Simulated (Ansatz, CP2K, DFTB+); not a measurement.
**CP2K runs on h-BN/1T-TaS2 heterobilayer (59 atoms)**

Aim: run h-BN/1T-TaS2 heterobilayer (59 atoms) in CP2K and see how near its forces come to a plane-wave reference, and at what cost.

Method: the method is named at each step, in CP2K 2026.2.

## 1. Starting point

The cell holds 59 atoms: 16 B, 16 N, 9 Ta and 18 S. Cell: a = 10.048 Å, b = 10.048 Å, c = 18.370 Å, α = 90.0°, β = 90.0°, γ = 120.0°. 16 cells of h-BN (a = 2.504 Å, strained +0.32 %) and 9 cells of 1T-TaS2 (a = 3.36 Å, -0.32 %) on one hexagonal cell, twist 0.00 deg; facing planes 3.31 Å apart; 12 Å of vacuum; displaced by a Gaussian of 0.01 Å. Then every atom was moved at random, 0.03 Å r.m.s. a Cartesian component. Regions: layer 1, 32 atoms (16 B and 16 N); layer 2, 27 atoms (9 Ta and 18 S). Vacuum lies along c.

The yardstick, on the same geometry:

```
method                 : Kohn-Sham DFT, PBE, PAW, plane waves (Ansatz 0.2.0); cutoff 420 eV, Γ point, fermi-dirac smearing of 0.05 eV; PAW set soft_2
r.m.s. force component : 1.237 eV/Å
longest force          : 4.578 eV/Å
SCF cycles             : 16
time                   : 6.5 s on 4 threads of AMD EPYC 9R45, shared host
CPU time               : 24 s
```

## 2. PBE, DZVP-MOLOPT-SR, 600/50 Ry, diagonalisation

Method: Kohn-Sham DFT, PBE, GTH-PBE pseudopotentials, Gaussian and plane waves, DZVP-MOLOPT-SR-GTH, diagonalisation.

Input file input.inp:

```
&GLOBAL
  PROJECT cell
  RUN_TYPE ENERGY_FORCE
  PRINT_LEVEL LOW
&END GLOBAL
&FORCE_EVAL
  METHOD QS
  &DFT
    BASIS_SET_FILE_NAME BASIS_MOLOPT
    POTENTIAL_FILE_NAME GTH_POTENTIALS
    &MGRID
      CUTOFF 600
      REL_CUTOFF 50
      NGRIDS 5
    &END MGRID
    &QS
      EPS_DEFAULT 1.0E-12
    &END QS
    &SCF
      SCF_GUESS ATOMIC
      EPS_SCF 1.0E-06
      MAX_SCF 200
      ADDED_MOS 32
      &DIAGONALIZATION
        ALGORITHM STANDARD
      &END DIAGONALIZATION
      &SMEAR ON
        METHOD FERMI_DIRAC
        ELECTRONIC_TEMPERATURE [K] 580
      &END SMEAR
      &MIXING
        METHOD BROYDEN_MIXING
        ALPHA 0.15
        NBROYDEN 8
      &END MIXING
      &PRINT
        &RESTART OFF
        &END RESTART
      &END PRINT
    &END SCF
    &XC
      &XC_FUNCTIONAL PBE
      &END XC_FUNCTIONAL
    &END XC
    &PRINT
      &MULLIKEN ON
      &END MULLIKEN
      &HIRSHFELD ON
        SHAPE_FUNCTION DENSITY
      &END HIRSHFELD
      &MO ON
        EIGENVALUES T
        OCCUPATION_NUMBERS T
        MO_INDEX_RANGE 166 189
        &EACH
          QS_SCF 0
        &END EACH
        ADD_LAST NUMERIC
      &END MO
    &END PRINT
  &END DFT
  &SUBSYS
    &CELL
      A 10.04800 0.00000 0.00000
      B -5.02400 8.70182 0.00000
      C 0.00000 0.00000 18.37000
    &END CELL
    &COORD
      SCALED
      B 0.08649 0.17005 0.32385
      N 0.16623 0.08102 0.33108
      B 0.07961 0.41723 0.32469
      N 0.15963 0.33612 0.32344
      B 0.08581 0.66955 0.32528
      N 0.16950 0.58578 0.32566
      B 0.08168 0.91879 0.32596
      N 0.16339 0.82730 0.32720
      B 0.32954 0.16748 0.32668
      N 0.41731 0.08459 0.32428
      B 0.33769 0.42356 0.32470
      N 0.41880 0.33372 0.32698
      B 0.33162 0.66207 0.32668
      N 0.41886 0.58209 0.32721
      B 0.33420 0.91483 0.32732
      N 0.41556 0.83839 0.32712
      B 0.57786 0.16526 0.32733
      N 0.66811 0.08858 0.32576
      B 0.57566 0.41741 0.32793
      N 0.66916 0.34026 0.32722
      B 0.58147 0.66732 0.32468
      N 0.66445 0.58204 0.32691
      B 0.58374 0.91719 0.32671
      N 0.66042 0.82741 0.32567
      B 0.83189 0.16838 0.32842
      N 0.92533 0.08740 0.32961
      B 0.82932 0.41020 0.32543
      N 0.91213 0.33308 0.32866
      B 0.83665 0.66862 0.32792
      N 0.91970 0.58307 0.32908
      B 0.83492 0.92152 0.33147
      N 0.91565 0.83128 0.32329
      Ta 0.67692 0.18065 0.58921
      S 0.79667 0.40939 0.50735
      S 0.90384 0.29798 0.67268
      Ta 0.68444 0.52532 0.59170
      S 0.79359 0.74564 0.51000
      S 0.90651 0.63320 0.67180
      Ta 0.68589 0.86470 0.59064
      S 0.79310 0.08127 0.50664
      S 0.91424 0.97803 0.67229
      Ta 0.01638 0.19230 0.58873
      S 0.12041 0.41151 0.50868
      S 0.23478 0.29980 0.67186
      Ta 0.01250 0.52313 0.58864
      S 0.12778 0.74429 0.50734
      S 0.22971 0.62626 0.67046
      Ta 0.01360 0.85686 0.58980
      S 0.12530 0.07783 0.50631
      S 0.24031 0.96405 0.67437
      Ta 0.34885 0.18881 0.58808
      S 0.45894 0.41042 0.50776
      S 0.56770 0.29500 0.67452
      Ta 0.34578 0.52356 0.59320
      S 0.45958 0.74149 0.51024
      S 0.57372 0.64004 0.67019
      Ta 0.34959 0.85274 0.58779
      S 0.45567 0.07237 0.50803
      S 0.56740 0.96316 0.67175
    &END COORD
    &KIND B
      BASIS_SET DZVP-MOLOPT-SR-GTH-q3
      POTENTIAL GTH-PBE-q3
    &END KIND
    &KIND N
      BASIS_SET DZVP-MOLOPT-SR-GTH-q5
      POTENTIAL GTH-PBE-q5
    &END KIND
    &KIND Ta
      BASIS_SET DZVP-MOLOPT-SR-GTH-q13
      POTENTIAL GTH-PBE-q13
    &END KIND
    &KIND S
      BASIS_SET DZVP-MOLOPT-SR-GTH-q6
      POTENTIAL GTH-PBE-q6
    &END KIND
  &END SUBSYS
  &PRINT
    &FORCES ON
    &END FORCES
  &END PRINT
&END FORCE_EVAL
```

Command:

```console
$ OMP_NUM_THREADS=2 cp2k.psmp -i input.inp > output.txt
```

Numbers of over 12 decimals in the logs are rounded to 6 here.

Output:

```text
CP2K| version string:                                       CP2K version 2026.2
 CP2K| Input file name                                                 input.inp
 GLOBAL| Basis set file name                                        BASIS_MOLOPT
 GLOBAL| Potential file name                                      GTH_POTENTIALS
 GLOBAL| Run type                                                   ENERGY_FORCE
 GLOBAL| Total number of message passing processes                             1
 GLOBAL| Number of threads for this process                                    2
 TOTAL NUMBERS AND MAXIMUM NUMBERS
  Total number of            - Atomic kinds:                                   4
                             - Atoms:                                         59
                             - Shell sets:                                    59
                             - Shells:                                       322
                             - Primitive Cartesian functions:                270
                             - Cartesian basis functions:                    979
                             - Spherical basis functions:                    884
  Maximum angular momentum of- Orbital basis functions:                        3
                             - Local part of the GTH pseudopotential:          2
                             - Non-local part of the GTH pseudopotential:      4
 SCF PARAMETERS         Density guess:                                    ATOMIC
                        max_scf:                                             200
                        eps_scf:                                        1.00E-06
                        added MOs                                        32    0
                        Mixing method:                            BROYDEN_MIXING
                                                charge density mixing in g-space
                        Smear method:                                FERMI_DIRAC
                        Electronic temperature [K]:                        580.0
                        Electronic temperature [a.u.]:                  1.84E-03
                        Accuracy threshold:                             1.00E-10
 Extrapolation method: initial_guess
 Number of electrons:                                                        353
 Number of occupied orbitals:                                                177
 Number of molecular orbitals:                                               209
 Number of orbital functions:                                                884
 Number of independent orbital functions:                                    884
 SCF WAVEFUNCTION OPTIMIZATION
  Step     Update method      Time    Convergence         Total energy    Change
     1 NoMix/Diag. 0.15E+00    4.1     1.62422035      -918.8670456406 -9.19E+02
     2 Broy./Diag. 0.15E+00    6.4     0.12691637      -891.6789192638  2.72E+01
     3 Broy./Diag. 0.15E+00    6.5     0.24456336      -903.4218134151 -1.17E+01
     4 Broy./Diag. 0.15E+00    6.3     0.09307395      -912.0975363808 -8.68E+00
[...]
34 Broy./Diag. 0.15E+00    6.7     0.00000104      -914.8160287511 -3.16E-05
    35 Broy./Diag. 0.15E+00    6.4     0.00000071      -914.8160347278 -5.98E-06
  *** SCF run converged in    35 steps ***
  Electronic density on regular grids:       -352.9999999999        0.0000000001
  Core density on regular grids:              352.9999999996       -0.0000000004
  Total charge density on r-space grids:       -0.0000000003
  Total charge density g-space grids:          -0.0000000003
  Overlap energy of the core charge distribution:               2.38483e-05
  Self energy of the core charge distribution:              -1709.913214
  Core Hamiltonian energy:                                    417.813462
  Hartree energy:                                             538.967952
  Exchange-correlation energy:                               -161.672448
  Electronic entropic energy:                                  -0.011811
  Fermi energy:                                                 0.00342872
  Total energy:                                              -914.816035
  Total energy (extrapolated to T->0):                       -914.810129
 MO| EIGENVALUES AND OCCUPATION NUMBERS
 MO|
 MO|  Index      Eigenvalue [a.u.]        Eigenvalue [eV]             Occupation
 MO|    166              -0.040522              -1.102651               2.000000
 MO|    167              -0.037900              -1.031303               2.000000
 MO|    168              -0.036525              -0.993906               2.000000
[...]
MO|    188               0.101229               2.754593               0.000000
 MO|    189               0.102831               2.798183               0.000000
 MO| Sum:                                                             353.000000
 MO| E(Fermi):            0.003429 a.u.          0.093300 eV
 !-----------------------------------------------------------------------------!
                     Mulliken Population Analysis
 #  Atom  Element  Kind  Atomic population                           Net charge
       1     B        1          2.899067                              0.100933
       2     N        2          5.069514                             -0.069514
       3     B        1          2.921421                              0.078579
[...]
58     S        4          5.666703                              0.333297
      59     S        4          5.689757                              0.310243
 # Total charge                            353.000000                  0.000000
 !-----------------------------------------------------------------------------!
 !-----------------------------------------------------------------------------!
                           Hirshfeld Charges
  #Atom  Element  Kind  Ref Charge     Population                    Net charge
      1       B      1       3.000          2.792                         0.208
      2       N      2       5.000          5.220                        -0.220
      3       B      1       3.000          2.793                         0.207
[...]
58       S      4       6.000          6.092                        -0.092
     59       S      4       6.000          6.118                        -0.118
  Total Charge                                                            0.000
 !-----------------------------------------------------------------------------!
 ENERGY| Total FORCE_EVAL ( QS ) energy [hartree]           -914.816009
 FORCES| Atomic forces [hartree/bohr]
 FORCES|   Atom     x               y               z               |f|
 FORCES|      1  7.55346409E-03  2.18379139E-03  2.01264900E-02   2.16078542E-02
 FORCES|      2 -1.70778681E-02  3.57087859E-02 -1.89127001E-02   4.38686812E-02
 FORCES|      3 -1.57164611E-02  1.61922225E-02  6.15809355E-03   2.33905394E-02
[...]
FORCES|     58 -7.08694948E-04  4.67457797E-03 -1.04181924E-02   1.14408331E-02
 FORCES|     59  2.66119020E-03  4.22158004E-03  1.72986819E-02   1.80041125E-02
 FORCES| Sum    -8.53572440E-06 -4.80465001E-05 -1.19691598E-05
 FORCES| Total atomic force                                       5.02452540E-05
```

Run time: 4.2 min. Hardware: 2 threads of AMD EPYC 9R45, shared host; peak memory 4.5 GiB.

Banners, paths, timers and routine set-up lines are dropped from the logs unmarked, and long logs keep their key lines alone; longer cuts are marked.

Numbers from this run, and their distance from the reference:

* r.m.s. force component: 1.249 eV/Å
* r.m.s. difference of force components: 72.75 meV/Å
* longest difference of force vectors: 235.9 meV/Å
* force difference over r.m.s. force: 5.884 %
* slope of forces against the reference's: 1.008
* correlation of force components: 0.9983

Length of the force difference by element (eV/Å):

| element | atoms | mean | most |
| --- | --- | --- | --- |
| B | 16 | 0.05 | 0.073 |
| N | 16 | 0.066 | 0.100 |
| S | 18 | 0.21 | 0.24 |
| Ta | 9 | 0.064 | 0.093 |

A closer look about B19, which bears the longest force: 10 atoms, nearest first, numbered in the order of the input, with positions taken from that point.

| atom | x | y | z | distance (Å) | bonds | Hirshfeld charge (e) | Fx | Fy | Fz (eV/Å) |
| --- | --- | --- | --- | --- | --- | --- | --- | --- | --- |
| B19 | 0.00 | 0.00 | 0.00 | 0.00 | 3 | 0.19 | 4.51 | 1.08 | -0.20 |
| N12 | -1.16 | -0.73 | -0.02 | 1.37 | 3 | -0.22 | -4.14 | -0.84 | -0.29 |
| N22 | 0.07 | 1.43 | -0.02 | 1.43 | 3 | -0.22 | -0.06 | 1.42 | 0.00 |
| N20 | 1.33 | -0.67 | -0.01 | 1.49 | 3 | -0.22 | -2.11 | -3.12 | -0.03 |
| B11 | -2.42 | 0.05 | -0.06 | 2.42 | 3 | 0.23 | -1.10 | -3.42 | 0.21 |
| B21 | -1.20 | 2.17 | -0.06 | 2.48 | 3 | 0.20 | 1.98 | -1.28 | 0.49 |
| B9 | -1.22 | -2.17 | -0.02 | 2.49 | 3 | 0.22 | 2.15 | -0.43 | 0.11 |
| B17 | 1.29 | -2.19 | -0.01 | 2.54 | 3 | 0.20 | 1.59 | 2.63 | -0.43 |
| B29 | 1.36 | 2.19 | 0.00 | 2.57 | 3 | 0.20 | -0.42 | -2.18 | -0.38 |
| B27 | 2.58 | -0.06 | -0.05 | 2.59 | 3 | 0.19 | -0.79 | 3.51 | 0.70 |

Forces lie 5.9 % from the reference's, at 19 times its CPU time (on 2 against 4 cores).

The difference per atom is largest on S (0.21 eV/Å on average, against 0.066 on N).

## 3. PBE, DZVP-UZH, 600/50 Ry, diagonalisation

Method: Kohn-Sham DFT, PBE, GTH-PBE pseudopotentials, Gaussian and plane waves, DZVP-MOLOPT (UZH set), diagonalisation.

input.inp: that of step 2 with these lines changed.

```diff
@@ -8,4 +8,4 @@
   &DFT
-    BASIS_SET_FILE_NAME BASIS_MOLOPT
-    POTENTIAL_FILE_NAME GTH_POTENTIALS
+    BASIS_SET_FILE_NAME BASIS_MOLOPT_UZH
+    POTENTIAL_FILE_NAME POTENTIAL_UZH
     &MGRID
@@ -68,7 +68,30 @@
     &COORD
-      SCALED
-[... 59 atom lines left out: the same atoms as in the first run ...]
+      B 0.01472 1.47974 5.94912
+      N 1.26323 0.70502 6.08194
+      B -1.29624 3.63066 5.96456
+      N -0.08470 2.92486 5.94159
+      B -2.50160 5.82630 5.97539
+      N -1.23982 5.09735 5.98237
+      B -3.79528 7.99515 5.98789
+      N -2.51461 7.19902 6.01066
+      B 2.46980 1.45738 6.00111
+      N 3.76815 0.73609 5.95702
+      B 1.26514 3.68574 5.96474
+      N 2.53149 2.90397 6.00662
+      B 0.00588 5.76121 6.00111
+      N 1.28429 5.06524 6.01085
+      B -1.23806 7.96069 6.01287
+      N -0.03652 7.29552 6.00919
+      B 4.97607 1.43806 6.01305
+      N 6.26814 0.77081 5.98421
+      B 3.68716 3.63223 6.02407
+      N 5.01425 2.96088 6.01103
+[... 35 atom lines left out ...]
+      S 2.54918 5.56951 12.31139
+      Ta -0.77149 7.42039 10.79770
+      S 4.21499 0.62975 9.33251
+      S 0.86232 8.38124 12.34005
     &END COORD
     &KIND B
-      BASIS_SET DZVP-MOLOPT-SR-GTH-q3
+      BASIS_SET DZVP-MOLOPT-PBE-GTH-q3
       POTENTIAL GTH-PBE-q3
@@ -76,3 +99,3 @@
     &KIND N
-      BASIS_SET DZVP-MOLOPT-SR-GTH-q5
+      BASIS_SET DZVP-MOLOPT-PBE-GTH-q5
       POTENTIAL GTH-PBE-q5
@@ -80,3 +103,3 @@
     &KIND Ta
-      BASIS_SET DZVP-MOLOPT-SR-GTH-q13
+      BASIS_SET DZVP-MOLOPT-PBE-GTH-q13
       POTENTIAL GTH-PBE-q13
@@ -84,3 +107,3 @@
     &KIND S
-      BASIS_SET DZVP-MOLOPT-SR-GTH-q6
+      BASIS_SET DZVP-MOLOPT-PBE-GTH-q6
       POTENTIAL GTH-PBE-q6
```

Command:

```console
$ OMP_NUM_THREADS=1 mpirun -np 4 cp2k.psmp -i input.inp > output.txt
```

Output:

```text
CP2K| version string:                                       CP2K version 2026.2
 CP2K| Input file name                                                 input.inp
 GLOBAL| Basis set file name                                    BASIS_MOLOPT_UZH
 GLOBAL| Potential file name                                       POTENTIAL_UZH
 GLOBAL| Run type                                                   ENERGY_FORCE
 GLOBAL| Total number of message passing processes                             4
 GLOBAL| Number of threads for this process                                    1
 TOTAL NUMBERS AND MAXIMUM NUMBERS
  Total number of            - Atomic kinds:                                   4
                             - Atoms:                                         59
[... lines left out ...]
                        Smear method:                                FERMI_DIRAC
[... lines left out ...]
 Number of electrons:                                                        353
[... lines left out ...]
  Step     Update method      Time    Convergence         Total energy    Change
[... lines left out ...]
  *** SCF run converged in    34 steps ***
[... lines left out ...]
  Fermi energy:                                                 0.00353376
  Total energy:                                              -914.370071
  Total energy (extrapolated to T->0):                       -914.364152
[... lines left out ...]
 MO| E(Fermi):            0.003534 a.u.          0.096159 eV
[... lines left out ...]
       2     N        2          5.369206                             -0.369206
       3     B        1          2.613689                              0.386311
[...]
58     S        4          5.993252                              0.006748
      59     S        4          5.980311                              0.019689
 # Total charge                            353.000000                  0.000000
 !-----------------------------------------------------------------------------!
 !-----------------------------------------------------------------------------!
                           Hirshfeld Charges
  #Atom  Element  Kind  Ref Charge     Population                    Net charge
      1       B      1       3.000          2.794                         0.206
      2       N      2       5.000          5.218                        -0.218
      3       B      1       3.000          2.795                         0.205
[...]
58       S      4       6.000          6.090                        -0.090
     59       S      4       6.000          6.117                        -0.117
  Total Charge                                                            0.000
 !-----------------------------------------------------------------------------!
 ENERGY| Total FORCE_EVAL ( QS ) energy [hartree]           -914.370063
 FORCES| Atomic forces [hartree/bohr]
 FORCES|   Atom     x               y               z               |f|
 FORCES|      1  7.11351631E-03  2.23885134E-03  2.02097312E-02   2.15417689E-02
 FORCES|      2 -1.69277057E-02  3.56748608E-02 -1.90409781E-02   4.38383595E-02
 FORCES|      3 -1.54009960E-02  1.60671981E-02  6.23799147E-03   2.31140233E-02
[...]
FORCES|     58 -7.90489705E-04  4.68201750E-03 -1.15612123E-02   1.24983116E-02
 FORCES|     59  2.55325237E-03  4.24935063E-03  1.81067091E-02   1.87730923E-02
 FORCES| Sum    -7.37003426E-06 -5.26577328E-05 -2.86898903E-05
 FORCES| Total atomic force                                       6.04174150E-05
```

Wall time 2.1 min (4 MPI ranks); peak memory 5.8 GiB; 8.6 min of CPU time.

Numbers from this run, and their distance from the reference:

```yaml
r_m_s_force_component: 1.248 eV/Å
r_m_s_difference_of_force_components: 57.03 meV/Å
longest_difference_of_force_vectors: 183.6 meV/Å
force_difference_over_r_m_s_force: 4.612 %
slope_of_forces_against_the_reference_s: 1.008
correlation_of_force_components: 0.999
```

Against the first run (5.9 %), the force difference from the reference is 4.6 %, at 1.2 times the CPU time (on 4 against 2 cores), with 884 basis functions against 884; this set comes with other potentials too, so the change isn't the basis's alone.

The difference per atom is largest on S (0.16 eV/Å on average, against 0.053 on N).

(Part 1 of 2 ends here.)

[Also dropped from logs without a mark: logging warnings of Python, and SIESTA's first energy breakdown and zero terms.]

[Logs are printed without paths, hosts, clocks, repeated set-up lines and the standing remarks that a program may print on its own settings, such as how far it seeks lower states.]

[Hosts, paths, dates, database ids (printed as entryN), source tags and the programs' standing remarks are cut or masked in the printed files.]
